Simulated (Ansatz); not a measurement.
# Site preference of a vacancy of C in (8,8) carbon nanotube bundle (192 atoms)

At which site of (8,8) carbon nanotube bundle (192 atoms) does a vacancy of C cost least, and what about the site decides it?

Method: Kohn-Sham DFT, PBEsol, PAW (set soft_2), plane waves, in Ansatz 0.2.0.

## (1) The structure

The cell holds 192 atoms: 192 C. Its edges and angles: a = 14.150 Å, b = 14.150 Å, c = 14.760 Å, α = 90.0°, β = 90.0°, γ = 120.0°. It derives from C (graphene). Graphene sheet (a = 2.46 Å) rolled into a (8,8) tube of diameter 10.85 Å, 6 periods, hexagonal bundle with 3.3 Å between walls; every coordinate displaced by a Gaussian of 0.05 Å.

What the set-up can't give: Sampling is at Γ alone, for a cell whose shortest periodic width is 12 Å.

## (2) Single point at the start

The forces at the start show how far the geometry lies from a minimum of this functional.

input.yaml

```yaml
crystal:
  lattice:
    - [14.15015, 0.0, 0.0]
    - [-7.07508, 12.25439, 0.0]
    - [0.0, 0.0, 14.76]
  atoms:
    - { symbol: C, position: [0.41172, 0.06019, 0.08426] }
    - { symbol: C, position: [0.4243, 0.1074, 0.99338] }
    - { symbol: C, position: [0.4503, 0.21972, 0.99839] }
    - { symbol: C, position: [0.43639, 0.26824, 0.07938] }
    - { symbol: C, position: [0.40716, 0.35638, 0.0873] }
    - { symbol: C, position: [0.38262, 0.38454, 0.0019] }
    - { symbol: C, position: [0.31311, 0.4262, 0.00538] }
    - { symbol: C, position: [0.27578, 0.44027, 0.08365] }
    - { symbol: C, position: [0.16488, 0.43807, 0.08817] }
    - { symbol: C, position: [0.11041, 0.42159, 0.16685] }
    - { symbol: C, position: [0.99571, 0.37598, 0.99819] }
    - { symbol: C, position: [0.93787, 0.3487, 0.08548] }
    - { symbol: C, position: [0.82697, 0.27093, 0.08544] }
    - { symbol: C, position: [0.78071, 0.22536, 0.16194] }
    - { symbol: C, position: [0.69472, 0.11884, 0.99756] }
    - { symbol: C, position: [0.647, 0.05858, 0.08366] }
    - { symbol: C, position: [0.58903, 0.93713, 0.08326] }
    - { symbol: C, position: [0.57937, 0.88915, 0.00457] }
    - { symbol: C, position: [0.56578, 0.7803, 0.00405] }
    - { symbol: C, position: [0.56375, 0.73132, 0.08467] }
    - { symbol: C, position: [0.59339, 0.64968, 0.07937] }
    - { symbol: C, position: [0.61664, 0.62049, 0.99731] }
    - { symbol: C, position: [0.69279, 0.58006, 0.17315] }
    - { symbol: C, position: [0.73024, 0.55507, 0.08154] }
    - { symbol: C, position: [0.83472, 0.56346, 0.08477] }
    - { symbol: C, position: [0.89117, 0.57626, 0.00038] }
    - { symbol: C, position: [0.00294, 0.61678, 0.16691] }
    - { symbol: C, position: [0.06196, 0.65593, 0.08348] }
    - { symbol: C, position: [0.17375, 0.73585, 0.0828] }
    - { symbol: C, position: [0.22137, 0.78528, 0.00316] }
    - { symbol: C, position: [0.31256, 0.88861, 0.16431] }
    - { symbol: C, position: [0.35139, 0.94179, 0.08059] }
    [... 154 atom lines left out ...]
    - { symbol: C, position: [0.00347, 0.62288, 0.00229] }
    - { symbol: C, position: [0.06451, 0.65929, 0.91799] }
    - { symbol: C, position: [0.16574, 0.73183, 0.91592] }
    - { symbol: C, position: [0.2156, 0.77649, 0.83251] }
    - { symbol: C, position: [0.32169, 0.88542, 0.99937] }
    - { symbol: C, position: [0.35512, 0.94186, 0.91864] }
kpoints:
  mp_grid: { grid: [1, 1, 1] }
hamiltonian:
  xc: pbesol
scf:
  occupations: { method: gaussian, width: 0.05 }
output:
  forces: true
```

On the command line:

```console
> ansatz run input.yaml --threads 8 --pin off --max-ram 15872MiB --backend cpu --events-out ev --progress --plain --runs-dir out
```

The log of the run:

```text
Engine: ansatz 0.2.0, aarch64-unknown-linux-gnu
Pseudopotentials: kind: paw
Pseudopotential: C, paw, valence charge 4, recommended cutoff 420 eV (normal), C.paw.azcp
[... 3 lines on functional and potentials left out ...]
Crystal: 192 atoms, lattice volume = 2559.406 Å³
Basis set: ecut = 420 eV, 49963 PW (Γ), exchange–correlation on 192×192×200 points (8 copies of the dense FFT grid, shifted against one another)
Bands: 576, of which v1, the nominal top of the filled ones, is band 384 counted from 1 (383 counted from 0)
Symmetry: 1 space group operations
Space group: P1 (ITA 1), of the structure as read, at distance tolerance 1.4e-4 Å
k-points: 1
[... 4 lines on functional and potentials left out ...]
Initial density: superposition of atomic densities (neutral atoms: chi_scale 0, normalization atom), corrected by the library's trained network
Initial wavefunctions: pseudopotential atomic-orbital guess
Functional: x = pbesol(κ = 0.804, μ = 0.123457), c = pbesol(β = 0.046)
SCF iter   1: F=—  HF=-47314.312289 eV  |F-HF|=—  |Δ(HF+E_count)|=         —  Δρ=4.96e-3  dr2=1.06e0  ethr=1.77e-3  ⟨swp⟩=7.0  Hψ=2895  notcnv=0  defer=159
preconditioner: auto → Resta (q_TF=auto, 2.232 Å⁻¹)  ε∞=2.8  [insulator: Δε(μ)=0.279 eV  Ē_g=14.984 eV  σ=0.050 eV  W_gap=1.00  n_scr=466 (ndim 8)  ℏωp=20.3 eV  f_vac=0.336  D(μ)=0.02/eV (n_scr^D=0)  ε∞_Penn≈2.8  vacuum switching on, ρ_ref=1.6e-2 e/Å³]
SCF iter   2: F=—  HF=-47314.193489 eV  |F-HF|=—  |Δ(HF+E_count)|=   1.19e-1  Δρ=2.11e-3  dr2=1.11e-1  ethr=1.38e-4  ⟨swp⟩=3.0  Hψ=921  notcnv=0  defer=182
SCF iter   3: F=—  HF=-47314.234625 eV  |F-HF|=—  |Δ(HF+E_count)|=   4.11e-2  Δρ=9.07e-4  dr2=5.39e-2  ethr=1.44e-5  ⟨swp⟩=2.0  Hψ=691  notcnv=0  defer=51
automatic band count: iteration 3 solves 445 bands in place of 576: the levels show a gap, and the empty bands left out lie too high to hold charge; the band table lists the bands solved (type scf.n_extra_bands for more)
SCF iter   4: F=—  HF=-47314.241333 eV  |F-HF|=—  |Δ(HF+E_count)|=   6.71e-3  Δρ=4.94e-4  dr2=1.79e-2  ethr=7.02e-6  ⟨swp⟩=2.0  Hψ=547  notcnv=0  defer=51
SCF iter   5: F=—  HF=-47314.244921 eV  |F-HF|=—  |Δ(HF+E_count)|=   3.59e-3  Δρ=2.01e-4  dr2=1.27e-3  ethr=2.33e-6  ⟨swp⟩=3.0  Hψ=760  notcnv=0  defer=51
SCF iter   6: F=—  HF=-47314.246877 eV  |F-HF|=—  |Δ(HF+E_count)|=   1.96e-3  Δρ=7.41e-5  dr2=3.60e-4  ethr=1.66e-7  ⟨swp⟩=2.0  Hψ=596  notcnv=0  defer=51
SCF iter   7: F=—  HF=-47314.247018 eV  |F-HF|=—  |Δ(HF+E_count)|=   1.41e-4  Δρ=3.69e-5  dr2=1.04e-4  ethr=4.69e-8  ⟨swp⟩=2.0  Hψ=614  notcnv=0  defer=51
SCF iter   8: F=—  HF=-47314.247060 eV  |F-HF|=—  |Δ(HF+E_count)|=   4.26e-5  Δρ=1.98e-5  dr2=3.14e-5  ethr=1.35e-8  ⟨swp⟩=3.0  Hψ=753  notcnv=0  defer=51
SCF iter   9: F=—  HF=-47314.247872 eV  |F-HF|=—  |Δ(HF+E_count)|=   8.12e-4  Δρ=6.91e-6  dr2=1.95e-6  ethr=4.09e-9  ⟨swp⟩=3.0  Hψ=672  notcnv=0  defer=51
SCF iter  10: F=—  HF=-47314.247873 eV  |F-HF|=—  |Δ(HF+E_count)|=   1.51e-6  Δρ=3.36e-6  dr2=6.75e-7  ethr=2.54e-10  ⟨swp⟩=3.0  Hψ=1010  notcnv=0  defer=51
SCF iter  11: F=-47314.247873 eV  HF=-47314.247873 eV  |F-HF|=3.25e-8  |Δ(HF+E_count)|=   6.56e-8  Δρ=1.77e-6  dr2=6.37e-8  ethr=1.30e-11  ⟨swp⟩=3.0  Hψ=1459  notcnv=0
SCF 1 converged in 11 iterations: F = -47314.247873 eV  dr2 = 6.37e-8
  greatest PAW one-centre occupation: 0.721 electrons in one spin orbital (limit 2), on the C atom at site 112 (counted from 0), in its partial waves of l = 0
SCF converged after 11 iterations
Free energy (F): -47314.247873 eV
Harris-Foulkes:  -47314.247873 eV  (|F-HF|=3.25e-8)
Internal energy: -47314.247846 eV  (E = F + TS)
E sigma→0 (E₀):  -47314.247860 eV
Entropy (-TS):   -0.000027 eV (-0.000 meV/atom)
Fermi energy:    3.147948 eV
--- Per-component energies (eV) ---
  E_band       = -4604.344714
  E_kinetic    = 17515.389602
  E_local      = -80851.508290  (includes V_loc(G=0)·N_el)
  E_nonlocal   = 5302.659962
  E_hartree    = 33071.016959
  E_xc         = -9147.737875
  E_vxc        = -11368.081961  (∫ρ·V_xc dr)
  E_paw        = -18340.921591  (= ΣΔE_a)
  E_vpaw       = -1344.830147  (= ΣTr[D̂ρ^β])
  E_aug_tail   = 0.001668  (compensation charges beyond the density's cutoff)
  E_ewald      = 5132.800420
  E_core_change = 4.051297  (= ΣΔE_core)
  E_smearing   = -0.000027  (= −TS)
  E_closure    = -0.000000  (closes the sum)
  Σ components = -47314.247873   (vs F -47314.247873, Δ=0.00e0)
--- Forces (eV/Å), atoms counted from 1 ---
  atom   1  C      0.07648957    -2.96217851    -1.72156430
  atom   2  C     -0.65865945     7.21736213    10.02080275
  atom   3  C     -3.20583396     3.23884110    -0.22486090
  atom   4  C      0.97267745    -0.57740378     1.56256962
  atom   5  C      3.71424935    -3.14855779    -3.01909911
  atom   6  C      1.14248299    -0.79473919     0.38399497
  atom   7  C     -1.31194484     0.45896829    -6.32789445
  atom   8  C     -4.55599327     0.33242693     3.34963741
  atom   9  C      4.54207689     0.41645553    -2.45226465
  atom  10  C     -0.11013214     1.13041388     3.07099177
  atom  11  C      1.34987070     2.19392203     3.48227299
  atom  12  C      1.70720968     1.94499157    -1.42683487
  atom  13  C      1.09035196     1.11858305    -2.33982828
  atom  14  C     -0.66604639    -2.15265952     7.66225551
[...]
atom 191  C     -1.87330169    -1.14055302     0.31124879
  atom 192  C     -0.25610267     2.72135282    -2.32367732
  max |Σ_I F_I| component: 5.32e-5 eV/Å
```

Run time: 21 s. Hardware: 8 threads of Arm Neoverse V2, shared host; peak memory 3.7 GiB; 2.6 min of CPU time.

The r.m.s. force at the start is 3.3 eV/Å.

## (3) Relaxation

With the cell held, the atoms are moved downhill towards a nearby minimum.

input.yaml

```yaml
crystal:
  lattice:
    - [14.15015, 0.0, 0.0]
    - [-7.07508, 12.25439, 0.0]
    - [0.0, 0.0, 14.76]
  atoms:
    [... the 192 atom lines of step 2 ...]
kpoints:
  mp_grid: { grid: [1, 1, 1] }
hamiltonian:
  xc: pbesol
scf:
  occupations: { method: gaussian, width: 0.05 }
output:
  forces: true
relax:
  f_tol: 0.05
  max_steps: 120
```

The log of the run:

```text
[...]
Crystal: 192 atoms, lattice volume = 2559.406 Å³
Basis set: ecut = 420 eV, 49963 PW (Γ), exchange–correlation on 192×192×200 points (8 copies of the dense FFT grid, shifted against one another)
Bands: 576, of which v1, the nominal top of the filled ones, is band 384 counted from 1 (383 counted from 0)
Symmetry: 1 space group operations
[...]
k-points: 1
[...]
SCF iter   1: F=—  HF=-47314.312289 eV  |F-HF|=—  |Δ(HF+E_count)|=         —  Δρ=4.96e-3  dr2=1.06e0  ethr=1.77e-3  ⟨swp⟩=7.0  Hψ=2895  notcnv=0  defer=159
[...]
SCF iter   8: F=-47314.247852 eV  HF=-47314.247861 eV  |F-HF|=9.35e-6  |Δ(HF+E_count)|=   4.34e-5  Δρ=2.01e-5  dr2=3.27e-5  ethr=8.14e-9  ⟨swp⟩=2.0  Hψ=1540  notcnv=0
SCF 1 converged in 8 iterations: F = -47314.247852 eV  dr2 = 3.27e-5
[...]
relax step   1: F+E_penalty+E_count = -47314.24785160 eV  Δ(F+E_penalty+E_count) = +0.000e0 eV  max|allowed force component| = 1.439e1 eV/Å  Δτ_max = 0.0000 Å  (8 SCF iters, dr2 threshold 6.25e-5 eV, accepted)
[...]
relax step   2: F+E_penalty+E_count = -47342.96713663 eV  Δ(F+E_penalty+E_count) = -2.872e1 eV  max|allowed force component| = 4.760e0 eV/Å  Δτ_max = 0.1696 Å  (8 SCF iters, dr2 threshold 1.00e-4 eV, accepted)
[...]
relax step   3: F+E_penalty+E_count = -47350.15476234 eV  Δ(F+E_penalty+E_count) = -7.188e0 eV  max|allowed force component| = 2.507e-1 eV/Å  Δτ_max = 0.0840 Å  (7 SCF iters, dr2 threshold 1.00e-4 eV, accepted)
relax step   4: F+E_penalty+E_count = -47350.20390062 eV  Δ(F+E_penalty+E_count) = -4.914e-2 eV  max|allowed force component| = 4.276e-2 eV/Å  Δτ_max = 0.0323 Å  (8 SCF iters, dr2 threshold 3.93e-6 eV, accepted)
[...]
relax step   5: F+E_penalty+E_count = -47350.20390081 eV  Δ(F+E_penalty+E_count) = -1.915e-7 eV  max|allowed force component| = 4.276e-2 eV/Å  Δτ_max = 0.0000 Å  (4 SCF iters, accepted)
SCF converged after 4 iterations
Free energy (F): -47350.203901 eV
[...]
Internal energy: -47350.203901 eV  (E = F + TS)
E sigma→0 (E₀):  -47350.203901 eV
Entropy (-TS):   -0.000000 eV (-0.000 meV/atom)
Fermi energy:    3.158713 eV
[...]
--- Forces (eV/Å), atoms counted from 1 ---
  atom   1  C     -0.00518564    -0.00859155     0.00220107
  atom   2  C     -0.00860429     0.01939876    -0.00835005
  atom   3  C     -0.00383236    -0.00987664    -0.00283820
  atom   4  C     -0.00066544    -0.00828602     0.01752281
  atom   5  C      0.00244572    -0.00317883     0.00492231
  atom   6  C      0.00704103    -0.00826848    -0.00910292
  atom   7  C     -0.00726511    -0.00476063    -0.00387989
  atom   8  C     -0.01692801    -0.00081832     0.01346487
  atom   9  C      0.00990018    -0.00537741    -0.01202764
  atom  10  C      0.01180059    -0.00219581     0.00720245
  atom  11  C      0.00592086     0.00106682     0.00160177
  atom  12  C      0.00055957    -0.01036304    -0.00133958
  atom  13  C      0.00052545     0.00080016    -0.02013753
  atom  14  C      0.00082722     0.00162494     0.00091937
[...]
atom 191  C     -0.00607188    -0.00397835    -0.00843650
  atom 192  C     -0.00193842     0.00575430    -0.00200047
  max |Σ_I F_I| component: 7.98e-5 eV/Å
--- Relaxed structure (5 steps of the walk, 5 accepted, 0 SCFs on fresh bases) ---
  F+E_penalty+E_count = -47350.20390081 eV   max|allowed force component| = 4.276e-2 eV/Å
  atoms:
    - { symbol: C, position: [0.409895, 0.058642, 0.083762] }
    - { symbol: C, position: [0.428811, 0.115801, 1.000418] }
    - { symbol: C, position: [0.443794, 0.222441, 1.000378] }
    - { symbol: C, position: [0.439805, 0.270872, 0.083662] }
[...]
- { symbol: C, position: [0.352271, 0.943227, 0.917076] }
```

Wall time 81 s (8 threads); peak memory 3.7 GiB.

The relaxation converged after 5 steps, 36.0 eV below its start, with a largest force component of 0.043 eV/Å.

(Continued in part 2 of 3.)

[Long decimals in the printed logs are rounded to 6 places.]

[Logs are printed without paths, hosts, clocks, repeated set-up lines and the standing remarks that a program may print on its own settings, such as how far it seeks lower states.]

[Hosts, paths, dates, database ids (printed as entryN), source tags and the programs' standing remarks are cut or masked in the printed files.]
